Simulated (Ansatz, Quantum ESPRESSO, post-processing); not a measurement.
# Band line-up of the CdS/CuI(110) superlattice, 5 + 5 layers, a = 5.89 Å, part 7 of 7

Aim: valence and conduction offsets of the CdS/CuI(110) superlattice, 5 + 5 layers, a = 5.89 Å from the line-up of mean potentials.

Quantum ESPRESSO 7.5; plane-wave DFT, LDA, GBRV ultrasoft pseudopotentials; cross-check by Ansatz 0.2.0 with PAW datasets.

So far. Step 11 (SCF with pw.x of the superlattice): The run needed 22 iterations to bring the estimated error under 1e-07 Ry; the largest force on any atom, held or free, is 2.36 eV/Å. Step 14 (Projections on atomic orbitals): The atomic orbitals miss 0.7 % of the occupied states; for empty states the projections can miss much more.

## (16) The same in Ansatz of bulk CdS

As a check, the same structure is run in Ansatz.

Level of this step: plane-wave DFT, LDA, Ansatz PAW (Ansatz 0.2.0).

Contents of input.yaml:

```yaml
crystal:
  lattice:
    - [5.89, 0.0, 0.0]
    - [0.0, 4.1648589412, 0.0]
    - [0.0, 0.0, 4.1648589412]
  atoms:
    - { symbol: Cd, position: [0.0, 0.0, 0.0] }
    - { symbol: S, position: [0.25, 0.5, 0.0] }
    - { symbol: Cd, position: [0.5, 0.5, 0.5] }
    - { symbol: S, position: [0.75, 0.0, 0.5] }
kpoints:
  mp_grid: { grid: [6, 8, 8] }
hamiltonian:
  xc: lda
scf:
  occupations: { method: fermi_dirac, width: 0.02 }
  convergence: { dr2_threshold: 1.0e-08 }
output:
  eigenvalues: true
checkpoint:
  write: az.a.run
  compress: false
  write_wavefunctions: false
```

Started as:

```sh
$ ansatz run input.yaml --threads 4 --pin off --max-ram 16384MiB --backend cpu --events-out ev --progress --plain --runs-dir out
```

Numbers of over 12 decimals in the logs are rounded to 6 here.

Log:

```text
[...]
Crystal: 4 atoms, lattice volume = 102.168 Å³
Basis set: ecut = 420 eV, 1947 PW (Γ)
Bands: 32, of which v1, the nominal top of the filled ones, is band 26 counted from 1 (25 counted from 0)
Symmetry: 16 space group operations
[...]
k-points: 60 of 384 (time reversal used)
[...]
SCF iter   1: F=—  HF=-17977.223823 eV  |F-HF|=—  |Δ(HF+E_count)|=         —  Δρ=8.37e-3  dr2=7.39e-2  ethr=1.77e-3  ⟨swp⟩=6.1  Hψ=7800  notcnv=0
[...]
SCF iter   3: F=—  HF=-17977.200036 eV  |F-HF|=—  |Δ(HF+E_count)|=   3.90e-3  Δρ=9.43e-4  dr2=8.57e-4  ethr=2.57e-5  ⟨swp⟩=2.0  Hψ=2407  notcnv=0  defer=59
automatic band count: iteration 3 solves 31 bands in place of 32: the levels show a gap, and the empty bands left out lie too high to hold charge; the band table lists the bands solved (type scf.n_extra_bands for more)
SCF iter   4: F=—  HF=-17977.199889 eV  |F-HF|=—  |Δ(HF+E_count)|=   1.47e-4  Δρ=2.72e-4  dr2=1.06e-4  ethr=1.65e-6  ⟨swp⟩=2.1  Hψ=2890  notcnv=0  defer=59
[...]
SCF iter   7: F=-17977.199895 eV  HF=-17977.199895 eV  |F-HF|=2.58e-9  |Δ(HF+E_count)|=   1.50e-7  Δρ=2.63e-6  dr2=7.01e-9  ethr=1.92e-11  ⟨swp⟩=5.4  Hψ=6244  notcnv=0
SCF 1 converged in 7 iterations: F = -17977.199895 eV  dr2 = 7.01e-9
[...]
SCF converged after 7 iterations
Free energy (F): -17977.199895 eV
[...]
Internal energy: -17977.199895 eV  (E = F + TS)
E sigma→0 (E₀):  -17977.199895 eV
Fermi energy:    6.634056 eV
[...]
--- Band table (eV; the first three rows and the last of 60) ---
  k-point 0: bands = [... 22 lower, 4.4016, 6.2206, 6.2206, 6.2206, 7.0223, 9.5806, 10.3350, 12.5629, ... 1 higher]
  k-point 1: bands = [... 22 lower, 4.4917, 5.4339, 6.0477, 6.1795, 7.7461, 9.8678, 10.6318, 12.3092, ... 1 higher]
  k-point 2: bands = [... 22 lower, 4.3829, 4.7413, 5.5601, 6.0471, 8.6698, 10.2337, 11.4134, 12.0037, ... 1 higher]
  k-point 59: bands = [... 22 lower, 4.0173, 4.0173, 4.0815, 4.0815, 11.3533, 11.3533, 11.4565, 11.4565, ... 1 higher]
```

The job ended after 3.8 s (4 threads of Arm Neoverse V1, shared host; peak memory 0.42 GiB).

Read from the output:

- free energy: -17977.1999 eV
- Fermi energy: 6.634 eV
- gap by band count: 0.8016 eV
- symmetry operations: 16

## (17) The same in Ansatz of bulk CuI

input.yaml, the sections that differ from step 16:

```yaml
crystal:
  lattice:
    - [5.89, 0.0, 0.0]
    - [0.0, 4.1648589412, 0.0]
    - [0.0, 0.0, 4.1648589412]
  atoms:
    - { symbol: Cu, position: [0.0, 0.0, 0.0] }
    - { symbol: I, position: [0.25, 0.5, 0.0] }
    - { symbol: Cu, position: [0.5, 0.5, 0.5] }
    - { symbol: I, position: [0.75, 0.0, 0.5] }
checkpoint:
  write: az.b.run
  compress: false
  write_wavefunctions: false
# kpoints, hamiltonian, scf, output: as in step 16
```

Log:

```text
[...]
Crystal: 4 atoms, lattice volume = 102.168 Å³
Basis set: ecut = 420 eV, 1947 PW (Γ)
Bands: 44, of which v1, the nominal top of the filled ones, is band 36 counted from 1 (35 counted from 0)
Symmetry: 16 space group operations
[...]
k-points: 60 of 384 (time reversal used)
[...]
SCF iter   1: F=—  HF=-27823.610276 eV  |F-HF|=—  |Δ(HF+E_count)|=         —  Δρ=1.11e-2  dr2=5.49e-2  ethr=1.77e-3  ⟨swp⟩=8.4  Hψ=11859  notcnv=0  defer=2
[...]
SCF iter   9: F=-27823.595648 eV  HF=-27823.595648 eV  |F-HF|=4.04e-10  |Δ(HF+E_count)|=  1.60e-10  Δρ=1.72e-6  dr2=2.74e-9  ethr=1.39e-11  ⟨swp⟩=8.0  Hψ=8127  notcnv=0
SCF 1 converged in 9 iterations: F = -27823.595648 eV  dr2 = 2.74e-9
[...]
SCF converged after 9 iterations
Free energy (F): -27823.595648 eV
[...]
Internal energy: -27823.595648 eV  (E = F + TS)
E sigma→0 (E₀):  -27823.595648 eV
Fermi energy:    9.699303 eV
[...]
--- Band table (eV; the first three rows and the last of 60) ---
  k-point 0: bands = [... 32 lower, 7.2334, 9.0983, 9.0983, 9.0983, 10.2761, 11.5343, 11.8778, 13.8753, ... 3 higher]
  k-point 1: bands = [... 32 lower, 7.3198, 8.5550, 8.8807, 9.0498, 10.8986, 11.7469, 12.3975, 13.6969, ... 3 higher]
  k-point 2: bands = [... 32 lower, 7.5470, 7.9099, 8.3300, 8.8932, 11.7246, 12.0227, 13.6478, 13.8066, ... 3 higher]
  k-point 59: bands = [... 32 lower, 7.1032, 7.1032, 7.5059, 7.5059, 13.6805, 13.6805, 13.8764, 13.8764, ... 3 higher]
```

Elapsed: 6.5 s, on 4 threads; peak memory 0.48 GiB; 25 s of CPU time.

This step gave:

| Quantity | Value |
| --- | --- |
| free energy | -27823.5956 eV |
| Fermi energy | 9.699 eV |
| gap by band count | 1.178 eV |

## (18) Offsets by Ansatz's align-bands

Level of this step: band offsets by ansatz align-bands; plane-wave DFT, LDA, Ansatz PAW (Ansatz 0.2.0).

Contents of align.yaml:

```yaml
offset:
  left:
    bulk: { run: az.a.run }
    window: [2.082429470594, 6.247288411783]
    period: 4.164858941189
  right:
    bulk: { run: az.b.run }
    window: [12.49457682357, 16.65943576476]
    period: 4.164858941189
  interface: { run: relax.run, axis: 3 }
```

Started as:

```sh
$ ansatz align-bands align.yaml -- --threads 4 --pin off
```

Log:

```text
valence offset +0.570 eV, conduction offset +0.946 eV (right less left)
  left: levels by lda on the potential of lda; from 2.08 to 6.25 Å its average varies by 0.0148 eV and climbs by -0.0000; the bulk's density to 0.00 %
  right: levels by lda on the potential of lda; from 12.49 to 16.66 Å its average varies by 0.0082 eV and climbs by +0.0000; the bulk's density to 0.00 %
  line-up -0.8947 eV
```

It took 31 s on 4 threads.

This step gave:

```
valence offset                                          : 0.5697 eV
conduction offset                                       : 0.9457 eV
step of the mean potential                              : -0.8947 eV
first crystal's valence top on the superlattice's zero  : 7.381 eV
first crystal's conduction bottom on that zero          : 8.182 eV
second crystal's valence top on the superlattice's zero : 7.950 eV
second crystal's conduction bottom on that zero         : 9.128 eV
```

The step of the mean potential differs from pw.x's, since each set of potentials has its own local parts; only the offsets compare.

## (19) All levels side by side

All levels:

```
                level  valence offset (eV)  conduction offset (eV)  CPU time (s)
QE LDA GBRV ultrasoft               0.5589                  0.9545          4711
       Ansatz LDA PAW               0.5697                  0.9457         412.3
```

The times are CPU seconds on a shared host, for the superlattice and both crystals; the codes use unlike cutoffs and datasets, and Ansatz's time holds its run of the superlattice.

## (20) Self-consistent run of bulk CuI, with conv_thr = 1e-05 and nosym = True

How much does a setting matter? One run is repeated with a change.

Level of this step: plane-wave DFT, LDA, GBRV ultrasoft pseudopotentials (Quantum ESPRESSO 7.5).

Contents of b.w0.in:

```
&control
  prefix = 'b.w0'
  outdir = './out'
  pseudo_dir = './pseudo'
  calculation = 'scf'
  tprnfor = .true.
/
&system
  ibrav = 0
  nat = 4
  ntyp = 2
  ecutwfc = 40
  ecutrho = 200
  occupations = 'smearing'
  smearing = 'fd'
  degauss = 0.002
  nosym = .true.
/
&electrons
  conv_thr = 1e-05
  mixing_beta = 0.5
  electron_maxstep = 120
/
ATOMIC_SPECIES
  Cu  63.5460  cu_lda_v1.2.uspp.F.UPF
  I   126.9045  i_lda_v1.uspp.F.UPF
CELL_PARAMETERS angstrom
  5.89000000000000 0.00000000000000 0.00000000000000
  0.00000000000000 4.16485894118876 0.00000000000000
  0.00000000000000 0.00000000000000 4.16485894118876
ATOMIC_POSITIONS crystal
  Cu  0.000000000000 0.000000000000 0.000000000000
  I   0.250000000000 0.500000000000 0.000000000000
  Cu  0.500000000000 0.500000000000 0.500000000000
  I   0.750000000000 0.000000000000 0.500000000000
K_POINTS automatic
  6 8 8 0 0 0
```

Started as:

```sh
$ OMP_NUM_THREADS=1 mpirun -n 4 pw.x -nk 4 -in b.w0.in > b.w0.out
```

Log:

```text
[banner, memory and clock lines left out]
Program PWSCF v.7.5 starts
[citation notice left out]

[...]
bravais-lattice index     =            0
     lattice parameter (alat)  =      11.1305  a.u.
     unit-cell volume          =     689.4654 (a.u.)^3
     number of atoms/cell      =            4
     number of atomic types    =            2
     number of electrons       =        52.00
     number of Kohn-Sham states=           31
     kinetic-energy cutoff     =      40.0000  Ry
     charge density cutoff     =     200.0000  Ry
     scf convergence threshold =      1.0E-05
     mixing beta               =       0.5000
     number of iterations used =            8  plain     mixing
     Exchange-correlation= SLA  PZ   NOGX NOGC
                           (   1   1   0   0   0   0   0)

[...]
PseudoPot. # 1 for Cu read from file:
     ./pseudo/cu_lda_v1.2.uspp.F.UPF
     Pseudo is Ultrasoft + core correction, Zval = 19.0
     Generated by new atomic code, or converted to UPF format
     Using radial grid of  867 points,  6 beta functions with:
                l(1) =   0
                l(2) =   0
                l(3) =   1
                l(4) =   1
                l(5) =   2
                l(6) =   2
     Q(r) pseudized with  8 coefficients,  rinner =    1.150   1.150   1.150
                                                       1.150   1.150

     PseudoPot. # 2 for I  read from file:
     ./pseudo/i_lda_v1.uspp.F.UPF
     Pseudo is Ultrasoft + core correction, Zval =  7.0
     Generated by new atomic code, or converted to UPF format
     Using radial grid of  893 points,  6 beta functions with:
                l(1) =   0
                l(2) =   0
                l(3) =   1
                l(4) =   1
                l(5) =   2
                l(6) =   2
     Q(r) pseudized with  8 coefficients,  rinner =    1.500   1.500   1.500
                                                       1.500   1.500

     atomic species   valence    mass     pseudopotential
     Cu               19.00    63.54600     Cu( 1.00)
     I                 7.00   126.90450     I ( 1.00)

     No symmetry found

[...]
number of k points=   196  Fermi-Dirac smearing, width (Ry)=  0.0020

     Number of k-points >= 100: set verbosity='high' to print them.

     Dense  grid:    32903 G-vectors     FFT dimensions: (  54,  36,  36)

     Smooth grid:    23613 G-vectors     FFT dimensions: (  45,  32,  32)

     Check: negative core charge=   -0.000003

     Initial potential from superposition of free atoms

     starting charge      49.9998, renormalised to      52.0000
     Starting wfcs are   34 randomized atomic wfcs

     per-process dynamical memory:    96.8 Mb

     Self-consistent Calculation

     iteration #  1     ecut=    40.00 Ry     beta= 0.50
     Davidson diagonalization with overlap
     ethr =  1.00E-02,  avg # of iterations =  4.0

     total energy              =    -935.00060857 Ry
     estimated scf accuracy    <       2.85421180 Ry

     iteration #  2     ecut=    40.00 Ry     beta= 0.50
[...]
total energy              =    -936.02057374 Ry
     estimated scf accuracy    <       4.74751108 Ry

     iteration #  3     ecut=    40.00 Ry     beta= 0.50
[...]
total energy              =    -936.34730727 Ry
     estimated scf accuracy    <       0.42441610 Ry

     iteration #  4     ecut=    40.00 Ry     beta= 0.50
[...]
total energy              =    -936.44522397 Ry
     estimated scf accuracy    <       0.24608913 Ry

     iteration #  5     ecut=    40.00 Ry     beta= 0.50
[...]
total energy              =    -936.52444740 Ry
     estimated scf accuracy    <       0.04866154 Ry

     iteration #  6     ecut=    40.00 Ry     beta= 0.50
[...]
total energy              =    -936.51792399 Ry
     estimated scf accuracy    <       0.05644201 Ry

     iteration #  7     ecut=    40.00 Ry     beta= 0.50
[...]
total energy              =    -936.51629696 Ry
     estimated scf accuracy    <       0.02566724 Ry

     iteration #  8     ecut=    40.00 Ry     beta= 0.50
[...]
total energy              =    -936.51433265 Ry
     estimated scf accuracy    <       0.01143421 Ry

     iteration #  9     ecut=    40.00 Ry     beta= 0.50
[...]
total energy              =    -936.51473169 Ry
     estimated scf accuracy    <       0.00169502 Ry

     iteration # 10     ecut=    40.00 Ry     beta= 0.50
[...]
total energy              =    -936.51517808 Ry
     estimated scf accuracy    <       0.00001630 Ry

     iteration # 11     ecut=    40.00 Ry     beta= 0.50
[...]
End of self-consistent calculation

     Number of k-points >= 100: set verbosity='high' to print the bands.

     the Fermi energy is     7.9978 ev

!    total energy              =    -936.51518904 Ry
     estimated scf accuracy    <       0.00000540 Ry
     smearing contrib. (-TS)   =      -0.00000000 Ry
     internal energy E=F+TS    =    -936.51518904 Ry

     The total energy is F=E-TS. E is the sum of the following terms:
     one-electron contribution =    -816.12379733 Ry
     hartree contribution      =     427.34537716 Ry
     xc contribution           =    -171.63311011 Ry
     ewald contribution        =    -376.10365876 Ry

     convergence has been achieved in  11 iterations

     Forces acting on atoms (cartesian axes, Ry/au):

     atom    1 type  1   force =    -0.00001729    0.00001641   -0.00002223
     atom    2 type  2   force =     0.00000025   -0.00000458    0.00000461
     atom    3 type  1   force =     0.00002745   -0.00001006    0.00001227
     atom    4 type  2   force =    -0.00001040   -0.00000177    0.00000534

     Total force =     0.000047     Total SCF correction =     0.000518
     SCF correction compared to forces is large: reduce conv_thr to get better values

[...]
```

Elapsed: 72 s, on 4 MPI ranks; peak memory 0.6 GiB.

The changed values were drawn from a wide range, not chosen for quality; the comparison shows what they did here together.

Beside the run it was changed from:

```
        quantity   this run  unchanged run  difference
free energy (eV)  -12741.94      -12741.94      3.9e-5
   wall time (s)         72             37            
  SCF iterations         11             18
```

The free energy moves by +0.0097 meV an atom.

Of the changes, the loose conv_thr is the one that can move converged levels.

## (21) Summary of results

```yaml
valence_top_of_cui_less_that_of_cds: 0.56 eV
conduction_bottom_of_cui_less_that_of_cds: 0.95 eV
gap_of_bulk_cds_along_the_path: 0.77 eV
gap_of_bulk_cui_along_the_path: 1.17 eV
the_valence_offset_by_ansatz: 0.57 eV
```

The valence top of CuI lies 0.56 eV above that of CdS, and its conduction bottom 0.95 eV above (LDA, GBRV ultrasoft). At this level the alignment is staggered (type II). The conduction bottom lies at Γ in CdS and at Γ in CuI. The lower conduction bottom lies only 0.21 eV over the higher valence top, and the gaps of this level are too small, so the type of the line-up may change with better gaps. The atoms are held on ideal sites, so the interface is not relaxed. The thickness of the layers was not varied. Quantum ESPRESSO and Ansatz give 0.56 and 0.57 eV for the valence offset, which agree. Both crystals are held cubic at a = 5.89 Å, a typed value between or near their lattice constants, which no run here tested; a real film grown on one of them would be clamped in the plane and relax along the normal. Semilocal gaps are too small and can put the valleys in the wrong order, which spoils the conduction offset more than the valence offset. Spin-orbit coupling is left out; depending on the atoms that carry the levels of interest, it can split and shift them by tens to hundreds of meV.

[Logs are printed without paths, hosts, clocks, repeated set-up lines and the standing remarks that a program may print on its own settings, such as how far it seeks lower states.]

[Hosts, paths, dates, database ids (printed as entryN), source tags and the programs' standing remarks are cut or masked in the printed files.]

[Maps of the electrostatic potential energy from Ansatz leave out the sawtooth potential of an applied field or a dipole correction, so their vacuum need not be flat; planar profiles and work functions include it.]
